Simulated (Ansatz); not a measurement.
Rows from a G0W0 calculation on InSe (R3m) (Ansatz 0.2.0; G0W0 on r2SCAN, plane waves, PAW; 4×4×4 mesh, 349 empty bands, screening to 120 eV), in eV. Spin-orbit coupling is left out.

The database entry behind the starting cell differs from later determinations by our own check (c about 1.5 % long), so it need not match the best structure at ambient conditions.

```
row                         k  band  start       Σx  Σc at the solution      Vxc
  A  (-0.500, -0.500, -0.500)    v2  5.867  -18.329               1.738  -16.189
  B  (-0.500, -0.500, -0.500)    c1  7.925  -10.162              -3.309  -13.600
  C  (-0.500, -0.500, -0.500)    c2  9.690   -8.061              -4.008  -12.207
  D  (-0.500, -0.500, -0.500)    v1  7.061  -16.313               0.850  -15.077
```

Q: Give the quasiparticle energies and the shift of each level.

The quasiparticle equation reads E = start + Σx + Σc(E) − Vxc.

```
row  E (eV)  shift (eV)
  A   5.465      −0.401
  B   8.054      +0.129
  C   9.828      +0.138
  D   6.675      −0.386
```

The gap over the computed points goes from 0.86 eV to 1.38 eV.

Limits: not at the basis limit; no spin-orbit coupling.

[Paths, hosts, dates, memory and timing lines, banners, echoed tables and standing remarks are left out of the program output.]

[Logs are printed without paths, hosts, clocks, repeated set-up lines and the standing remarks that a program may print on its own settings, such as how far it seeks lower states.]

[Runs of the session that timed out or met a known fault of the program may be left out.]

[Cells called generated may have been cut or substituted from an entry of the Crystallography Open Database or the Materials Project.]

[Hosts, paths, dates, database ids (printed as entryN), source tags and the programs' standing remarks are cut or masked in the printed files.]
